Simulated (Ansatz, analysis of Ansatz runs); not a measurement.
**Reproducing a measured local vibrational mode: interstitial H+ in rutile SnO2**

Aim: the local vibrational mode of interstitial H+ in rutile SnO2, to be set beside the measurement. Set-up: r2SCAN, 96-site cell, r2SCAN lattice, 500 eV, k: the single point 1/4 1/4 1/4, anharmonic cut along the mode. The model is a cell of 96 host atoms with 1 H put in. The frequencies come from force constants among the defect atom and its neighbours, with the masses of the isotopes named. A meta-GGA costs about twice a GGA and mends lattice constants and part of the gap.

**The experiment.** O-H stretch, 1H: 3156.1 cm⁻¹ at 4.2 K, by polarized FTIR absorption (“Hydrogen impurities and shallow donors in SnO2 studied by infrared spectroscopy”, 2011, F. Bekisli et al.). O-D stretch, 2H: 2360.4 cm⁻¹ at 4.2 K, by polarized FTIR absorption (“Hydrogen impurities and shallow donors in SnO2 studied by infrared spectroscopy”, 2011, F. Bekisli et al.). The calculation is set beside it at the end.

Method: plane-wave PAW DFT, r2SCAN; relaxation of all atoms of a defect supercell, in Ansatz 0.2.0.

## (1) The structure

The cell holds 97 atoms: 32 Sn, 64 O and 1 H. Its edges and angles: a = 11.472 Å, b = 11.472 Å, c = 13.463 Å, α = 54.1°, β = 54.1°, γ = 71.9°. It derives from SnO2 (space group P4_2/mnm). Nearest the centre at fractional (0.278, 0.472, 0.699): H97 at 0.00 Å, O20 at 0.99 Å, Sn39 at 2.29 Å, Sn14 at 2.29 Å, Sn85 at 2.29 Å, O18 at 2.32 Å, O89 at 2.32 Å, O47 at 2.49 Å. The cell carries charge +1.

The host's primitive cell comes from a first run (plane-wave PAW DFT, r2SCAN; relaxation of the host's cell and atoms): vectors of 4.760, 4.760 and 3.201 Å. That is 12.09 Å³ an atom, 1.4 % over the diffraction cell's volume. The supercell is built on it.

## (2) Relaxation, charge +1

Every later number rests on the structure around the defect, so the atoms are relaxed at the host's lattice first.

Contents of relax/input.yaml:

```yaml
relax:
  f_tol: 0.01
  max_steps: 80
  random_displacement: { amplitude: 0.02, seed: 420 }
crystal:
  lattice:
    - [0.0, 9.51989799, 6.40157012]
    - [9.51989799, 0.0, 6.40157012]
    - [9.51989799, 9.51989799, 0.0]
  atoms:
    - { symbol: Sn, position: [0.0, 0.0, 0.0] }
    - { symbol: Sn, position: [0.25, 0.25, 0.25] }
    - { symbol: Sn, position: [0.125, 0.125, 0.125] }
    - { symbol: Sn, position: [0.375, 0.375, 0.375] }
    - { symbol: O, position: [0.0, 0.0, 0.152954559] }
[... 4 atom lines left out ...]
    - { symbol: O, position: [0.25, 0.25, 0.097045441] }
[... 3 atom lines left out ...]
    - { symbol: Sn, position: [0.25, 0.25, 0.75] }
[... 1 atom line left out ...]
    - { symbol: Sn, position: [0.375, 0.375, 0.875] }
[... 1 atom line left out ...]
    - { symbol: O, position: [0.25, 0.25, 0.902954559] }
    - { symbol: O, position: [0.027954559, 0.222045441, 0.875] }
    - { symbol: O, position: [0.277954559, 0.472045441, 0.625] }
[... 1 atom line left out ...]
    - { symbol: O, position: [0.25, 0.25, 0.597045441] }
    - { symbol: O, position: [0.222045441, 0.027954559, 0.875] }
    - { symbol: O, position: [0.472045441, 0.277954559, 0.625] }
    - { symbol: Sn, position: [0.0, 0.5, 0.0] }
    - { symbol: Sn, position: [0.25, 0.75, 0.25] }
[... 1 atom line left out ...]
    - { symbol: Sn, position: [0.375, 0.875, 0.375] }
[... 1 atom line left out ...]
    - { symbol: O, position: [0.25, 0.75, 0.402954559] }
[... 4 atom lines left out ...]
    - { symbol: O, position: [0.222045441, 0.527954559, 0.375] }
[... 1 atom line left out ...]
    - { symbol: Sn, position: [0.0, 0.5, 0.5] }
    - { symbol: Sn, position: [0.25, 0.75, 0.75] }
    - { symbol: Sn, position: [0.125, 0.625, 0.625] }
[... 1 atom line left out ...]
    - { symbol: O, position: [0.0, 0.5, 0.652954559] }
    - { symbol: O, position: [0.25, 0.75, 0.902954559] }
    - { symbol: O, position: [0.027954559, 0.722045441, 0.875] }
[... 1 atom line left out ...]
    - { symbol: O, position: [0.0, 0.5, 0.847045441] }
    - { symbol: O, position: [0.25, 0.75, 0.597045441] }
    - { symbol: O, position: [0.222045441, 0.527954559, 0.875] }
    - { symbol: O, position: [0.472045441, 0.777954559, 0.625] }
[... 11 atom lines left out ...]
    - { symbol: O, position: [0.972045441, 0.277954559, 0.125] }
[... 2 atom lines left out ...]
    - { symbol: Sn, position: [0.625, 0.125, 0.625] }
    - { symbol: Sn, position: [0.875, 0.375, 0.875] }
[... 2 atom lines left out ...]
    - { symbol: O, position: [0.527954559, 0.222045441, 0.875] }
[... 1 atom line left out ...]
    - { symbol: O, position: [0.5, 0.0, 0.847045441] }
    - { symbol: O, position: [0.75, 0.25, 0.597045441] }
[... 3 atom lines left out ...]
    - { symbol: Sn, position: [0.75, 0.75, 0.25] }
[... 3 atom lines left out ...]
    - { symbol: O, position: [0.75, 0.75, 0.402954559] }
    - { symbol: O, position: [0.527954559, 0.722045441, 0.375] }
[... 1 atom line left out ...]
    - { symbol: O, position: [0.5, 0.5, 0.347045441] }
[... 1 atom line left out ...]
    - { symbol: O, position: [0.722045441, 0.527954559, 0.375] }
[... 1 atom line left out ...]
    - { symbol: Sn, position: [0.5, 0.5, 0.5] }
[... 1 atom line left out ...]
    - { symbol: Sn, position: [0.625, 0.625, 0.625] }
[... 1 atom line left out ...]
    - { symbol: O, position: [0.5, 0.5, 0.652954559] }
[... 3 atom lines left out ...]
    - { symbol: O, position: [0.5, 0.5, 0.847045441] }
[... 2 atom lines left out ...]
    - { symbol: O, position: [0.972045441, 0.777954559, 0.625] }
    - { symbol: H, position: [0.277954559, 0.472045441, 0.698875] }
total_charge: 1
basis:
  ecutwfc: 500
  xc_grid: 2
hamiltonian:
  xc: r2scan
kpoints:
  mp_grid: { grid: [1, 1, 1], shift: [0.25, 0.25, 0.25] }
scf:
  occupations: { method: fermi_dirac, width: 0.01 }
  max_iter: 120
output:
  forces: true
checkpoint:
  write: "../relax.run"
  compress: false
  write_wavefunctions: true
  write_every: 100000
```

Launch:

```bash
> ansatz run input.yaml --threads 32 --pin off --max-ram 84787MiB --backend cuda --events-out ev --progress --plain --runs-dir out --max-vram 78GiB
```

Log:

```text
Engine: ansatz 0.2.0, aarch64-unknown-linux-gnu
[...]
Pseudopotential: Sn, paw, valence charge 14, recommended cutoff 500 eV (meta_gga), Sn.paw.azcp
Pseudopotential: O, paw, valence charge 6, recommended cutoff 500 eV (meta_gga), O.paw.azcp
Pseudopotential: H, paw, valence charge 1, recommended cutoff 500 eV (meta_gga), H.paw.azcp
Functional definition: r2SCAN
[...]
Crystal: 97 atoms, lattice volume = 1160.329 Å³
Basis set: ecut = 500 eV, 29483 PW (Γ), exchange–correlation on 180×180×200 points (8 copies of the dense FFT grid, shifted against one another)
Bands: 513, of which v1, the nominal top of the filled ones, is band 416 counted from 1 (415 counted from 0)
[...]
k-points: 1
[...]
Functional: x = r2scan, c = r2scan; τ floored in thin density (d = 2e-4 eV/Å³)
SCF iter   1: F=—  HF=-229662.178652 eV  |Δ(HF+E_count)|=         —  Δρ=1.23e-2  dr2=1.23e0  dr2_τ=4.38e0  Hψ=1873
[...]
relax step   8: F+E_penalty+E_count = -229665.23627345 eV  Δ(F+E_penalty+E_count) = -6.340e-5 eV  max|allowed force component| = 4.837e-3 eV/Å  Δτ_max = 0.0033 Å  (5 SCF iters, accepted)
[...]
SCF iter   1: F=—  HF=-229665.236273 eV  |Δ(HF+E_count)|=         —  Δρ=2.84e-6  dr2=6.13e-8  dr2_τ=6.16e-9  Hψ=1839
SCF iter   2: F=-229665.236273 eV  HF=-229665.236273 eV  |Δ(HF+E_count)|=   1.97e-8  Δρ=1.63e-6  dr2=2.21e-8  dr2_τ=1.82e-9  Hψ=1124
SCF 9 converged in 2 iterations: F = -229665.236273 eV  dr2 = 2.21e-8
[...]
SCF converged after 2 iterations
Free energy (F): -229665.236273 eV
[...]
Fermi energy:    9.977996 eV
--- Per-component energies (eV) ---
[...]
--- Forces (eV/Å), atoms counted from 1 ---
[...]
--- Band table (eV) ---
[...]
--- Relaxed structure (8 steps of the walk, 8 accepted, 0 SCFs on fresh bases) ---
[...]
```

Run time: 10 s. Hardware: 1 × NVIDIA GB200 with 32 threads of Arm Neoverse V2, shared host; peak memory 2.2 GiB; 39 s of CPU time.

Relaxation path:

```csv
step,energy less that of the first step (eV),largest force component (eV/Å)
1,0.0000,3.7474
2,-1.4436,0.6888
3,-1.5551,0.2273
4,-1.5777,0.0895
5,-1.5861,0.2156
6,-1.5873,0.0163
7,-1.5873,0.0157
8,-1.5874,0.0048
```

The atoms that moved most (Å, from the sites as typed, ahead of the random displacement):

```csv
atom,dx,dy,dz,length
H97,0.272,0.056,0.001,0.278
O20,0.207,0.143,0.001,0.251
Sn39,0.072,-0.142,0.000,0.160
O47,-0.122,-0.078,0.000,0.145
Sn85,-0.060,0.063,0.062,0.107
Sn14,-0.060,0.062,-0.062,0.107
O96,0.038,-0.074,0.000,0.083
Sn16,0.004,0.067,0.000,0.068
```

Neighbours of H97 at the end:

```csv
atom,distance (Å)
O20,0.985
O47,2.077
O89,2.323
O18,2.324
Sn39,2.422
O46,2.496
O45,2.496
Sn85,2.580
Sn14,2.580
```

Numbers from this step:

* free energy: -229665.2363 eV

The relaxation ends 16 meV an atom lower than the displaced start, with a largest force component of 0.0048 eV/Å.

## (3) Local vibrational modes

A local mode lives on the defect and the atoms next to it, so only the sites listed in the input are displaced, which costs far fewer SCF runs than the whole cell would.

This step: plane-wave PAW DFT, r2SCAN; finite-displacement force constants among the atoms nearest to a defect, the others at rest.

Contents of modes/input.yaml:

```yaml
crystal:
  lattice:
    - [0.0, 9.51989799, 6.40157012]
    - [9.51989799, 0.0, 6.40157012]
    - [9.51989799, 9.51989799, 0.0]
  atoms:
    - { symbol: Sn, position: [-0.001544838, -0.001261379, 0.001297899] }
    - { symbol: Sn, position: [0.251505915, 0.248675227, 0.250590468] }
[... 11 atom lines left out ...]
    - { symbol: Sn, position: [0.251692928, 0.238570981, 0.754908215] }
[... 1 atom line left out ...]
    - { symbol: Sn, position: [0.378411086, 0.37153442, 0.878709611] }
[... 1 atom line left out ...]
    - { symbol: O, position: [0.252990627, 0.249211877, 0.901328098] }
[... 1 atom line left out ...]
    - { symbol: O, position: [0.274768854, 0.475328574, 0.643262634] }
[... 3 atom lines left out ...]
    - { symbol: O, position: [0.47026669, 0.279689751, 0.623264235] }
[... 14 atom lines left out ...]
    - { symbol: Sn, position: [0.11380629, 0.636162105, 0.621278579] }
[... 5 atom lines left out ...]
    - { symbol: O, position: [-0.00014868, 0.503349738, 0.843585584] }
    - { symbol: O, position: [0.246520528, 0.750135575, 0.596853839] }
    - { symbol: O, position: [0.224386439, 0.525519728, 0.864458748] }
[... 37 atom lines left out ...]
    - { symbol: Sn, position: [0.511436618, 0.498265604, 0.495211404] }
[... 3 atom lines left out ...]
    - { symbol: O, position: [0.500783885, 0.497063438, 0.653533794] }
[... 7 atom lines left out ...]
    - { symbol: H, position: [0.26676733, 0.483301518, 0.716017098] }
total_charge: 1
basis:
  ecutwfc: 500
  xc_grid: 2
hamiltonian:
  xc: r2scan
kpoints:
  mp_grid: { grid: [1, 1, 1], shift: [0.25, 0.25, 0.25] }
scf:
  occupations: { method: fermi_dirac, width: 0.01 }
  max_iter: 120
output: {}
checkpoint:
  read: "../relax.run"
phonons:
  supercell: [1, 1, 1]
  displaced_sites: [17, 19, 46, 88, 96]
```

Log:

```text
Warning: basis.xc_grid 2: finite-displacement phonons take 5 at the least, and a number is run as typed, so the frequencies can be off [figures from the program's tests cut]
[...]
Crystal: 97 atoms, lattice volume = 1160.329 Å³
Basis set: ecut = 500 eV, 29483 PW (Γ), exchange–correlation on 180×180×200 points (8 copies of the dense FFT grid, shifted against one another)
Bands: 513, of which v1, the nominal top of the filled ones, is band 416 counted from 1 (415 counted from 0)
[...]
k-points: 1
[...]
SCF 9 converged in 8 iterations: F = -229665.236226 eV  dr2 = 4.50e-12
[...]
SCF 10 converged in 5 iterations: F = -229665.236230 eV  dr2 = 1.15e-12
[...]
SCF 32 converged in 5 iterations: F = -229665.236232 eV  dr2 = 8.52e-13
[...]
force constants formed among 5 of 97 sites (O 17, O 19, O 46, O 88, H 96); the other 92 at rest. The modes move the named sites alone.
  the frequencies, the zero-point energy and the sums are of the block with the acoustic sum rule laid on its rows. Row sums over every site: 4.3e-2 eV/Å² at the most
  transpose residual: 2.5e-4 eV/Å²
  largest component of a force at the reference: 4.7e-3 eV/Å on a named site, 4.6e-3 eV/Å on a site at rest
  frequencies among the named sites at Γ of the cell (cm⁻¹): 246.97 273.17 304.36 340.56 358.08 478.37 482.76 501.85 523.34 609.92 626.63 654.22 859.35 1167.05 3399.74
  unstable modes among the named sites: 0
  frequencies as built, with no sum rule (cm⁻¹): 246.91 273.00 304.32 340.58 357.94 478.55 482.69 501.23 523.50 609.41 626.67 654.15 859.64 1167.25 3399.77
  zero-point energy: 0.671148 eV/cell   skipped modes (ω ≤ 0): 0
  not written: the harmonic force-constant file, the file of eigenvectors (these modes' are written with the force constants), the density of states and the dispersion, which are of every site
[...]
[key lines of the parts left out:]
SCF converged after 2 iterations
Free energy (F): -229665.236273 eV
Fermi energy:    9.977997 eV
```

The job ended after 19 s (1 × NVIDIA GB200 with 32 threads; peak memory 2.8 GiB; 90 s of CPU time).

Numbers from this step:

| Property | Result |
| --- | --- |
| free energy | -229665.2363 eV |

The modes with the largest weight on the probed atoms (the light atom of a pair), for the masses of each isotope. Modes of the displaced atoms (local only where they lie over the host's phonons):

```csv
isotopes,mode (cm⁻¹),share of the defect atoms
H,3400,0.941
H,1167,0.967
H,859.4,0.887
D,2475,0.888
D,842.9,0.897
D,658.9,0.478
```

## (4) Point 1 along the mode

A light atom samples the curved part of its well, so the energy is mapped along the mode and the one-dimensional Schrödinger equation solved on it.

This step: plane-wave PAW DFT, r2SCAN; single point of a defect supercell.

Contents of cut0/input.yaml:

```yaml
crystal:
  lattice:
    - [0.0, 9.51989799, 6.40157012]
    - [9.51989799, 0.0, 6.40157012]
    - [9.51989799, 9.51989799, 0.0]
  atoms:
    - { symbol: Sn, position: [-0.001544838, -0.001261379, 0.001297899] }
    - { symbol: Sn, position: [0.251505915, 0.248675227, 0.250590468] }
[... 11 atom lines left out ...]
    - { symbol: Sn, position: [0.251692928, 0.238570981, 0.754908215] }
[... 1 atom line left out ...]
    - { symbol: Sn, position: [0.378411086, 0.37153442, 0.878709611] }
[... 1 atom line left out ...]
    - { symbol: O, position: [0.252989624, 0.249212483, 0.901343442] }
[... 1 atom line left out ...]
    - { symbol: O, position: [0.274628808, 0.475467232, 0.644596747] }
[... 3 atom lines left out ...]
    - { symbol: O, position: [0.47026669, 0.279689751, 0.623264235] }
[... 14 atom lines left out ...]
    - { symbol: Sn, position: [0.11380629, 0.636162105, 0.621278579] }
[... 5 atom lines left out ...]
    - { symbol: O, position: [-0.00014868, 0.503349738, 0.843585584] }
    - { symbol: O, position: [0.246520528, 0.750135575, 0.596853839] }
    - { symbol: O, position: [0.224410224, 0.525495996, 0.864413032] }
[... 37 atom lines left out ...]
    - { symbol: Sn, position: [0.511436618, 0.498265604, 0.495211404] }
[... 3 atom lines left out ...]
    - { symbol: O, position: [0.500783156, 0.4970644, 0.653548792] }
[... 7 atom lines left out ...]
    - { symbol: H, position: [0.268563081, 0.481524367, 0.694635548] }
total_charge: 1
basis:
  ecutwfc: 500
  xc_grid: 2
hamiltonian:
  xc: r2scan
kpoints:
  mp_grid: { grid: [1, 1, 1], shift: [0.25, 0.25, 0.25] }
scf:
  occupations: { method: fermi_dirac, width: 0.01 }
  max_iter: 120
output:
  forces: true
checkpoint:
  read: "../relax.run"
```

Log:

```text
Warning: checkpoint.read: the run can stay near the saved state's solution: 5 site(s) moved relative to the saved geometry (max |Δs| = 2.138e-2 fractional); the SCF starts from the saved state under ` [...]
[...]
Crystal: 97 atoms, lattice volume = 1160.329 Å³
Basis set: ecut = 500 eV, 29483 PW (Γ), exchange–correlation on 180×180×200 points (8 copies of the dense FFT grid, shifted against one another)
Bands: 513, of which v1, the nominal top of the filled ones, is band 416 counted from 1 (415 counted from 0)
[...]
automatic band count: iteration 4 solves 482 bands in place of 513: the levels show a gap, and the empty bands left out lie too high to hold charge; the band table lists the bands solved (type scf.n_e [...]
[...]
SCF iter   7: F=—  HF=-229660.697388 eV  |Δ(HF+E_count)|=   1.76e-6  Δρ=1.30e-5  dr2=1.57e-6  dr2_τ=2.55e-7  Hψ=926
SCF iter   8: F=-229660.697389 eV  HF=-229660.697389 eV  |Δ(HF+E_count)|=   1.02e-7  Δρ=2.98e-6  dr2=7.14e-8  dr2_τ=1.01e-8  Hψ=2032
SCF 1 converged in 8 iterations: F = -229660.697389 eV  dr2 = 7.14e-8
[...]
SCF converged after 8 iterations
Free energy (F): -229660.697389 eV
[...]
Fermi energy:    9.977451 eV
[...]
--- Forces (eV/Å), atoms counted from 1 ---
[...]
```

It took 1.9 s on 1 × NVIDIA GB200 with 32 threads; peak memory 1.5 GiB.

This step gave:

* free energy: -229660.6974 eV

The series, run alike:

```csv
run,outcome,energy less the first (eV),moment (μB),time
point 1 along the mode,converged,0.0000,0.00,1.9 s
point 2 along the mode,converged,-2.6569,0.00,2 s
point 3 along the mode,converged,-3.8283,0.00,1.8 s
point 4 along the mode,converged,-4.3948,0.00,2.2 s
point 5 along the mode,converged,-4.4407,0.00,2 s
point 6 along the mode,converged,-4.2149,0.00,1.9 s
point 7 along the mode,converged,-3.9555,0.00,2.2 s
point 8 along the mode,converged,-3.6527,0.00,3 s
point 9 along the mode,converged,-3.3756,0.00,2 s
```

## (5) Anharmonic fundamental

Analysis of the runs above: one-dimensional Schroedinger equation on a polynomial through r2SCAN energies along the local mode.

It gives:

| Item | Value |
| --- | --- |
| stretch | 3165 cm⁻¹ |
| stretch d | 2343 cm⁻¹ |
| stretch harmonic | 3400 cm⁻¹ |
| stretch d harmonic | 2475 cm⁻¹ |

The energy by normal coordinate:

```csv
normal coordinate (amu½ Å),energy (eV)
-0.299,4.54
-0.219,1.88
-0.149,0.711
-0.075,0.144
0.000,0
0.075,0.0982
0.149,0.324
0.219,0.583
0.299,0.886
0.378,1.16
```

## (6) Results

```json
{
 "distance from the defect atom to its nearest neighbour": "0.985 Å",
 "O-H stretch, 1H": "3165 cm⁻¹",
 "O-D stretch, 2H": "2343 cm⁻¹",
 "time of the whole chain": "52 s on 32 threads and a graphics card"
}
```

O-H stretch, 1H: computed 3165 cm⁻¹, measured 3156.1 cm⁻¹; 9 cm⁻¹ (0 %) above the measurement. O-D stretch, 2H: computed 2343 cm⁻¹, measured 2360.4 cm⁻¹; 17 cm⁻¹ (1 %) below the measurement. The anharmonic cut moves the O-H stretch, 1H from 3400 to 3165 cm⁻¹; a straight cut leaves out the coupling to the other modes. Only the named neighbours move, so modes near the host's band are approximate.

[Logs are printed without paths, hosts, clocks, repeated set-up lines and the standing remarks that a program may print on its own settings, such as how far it seeks lower states.]

[Hosts, paths, dates, database ids (printed as entryN), source tags and the programs' standing remarks are cut or masked in the printed files.]

[For some hosts the program warned that the k-mesh of the response run may be too coarse for force constants and the static dielectric constant; such warnings are not shown here.]
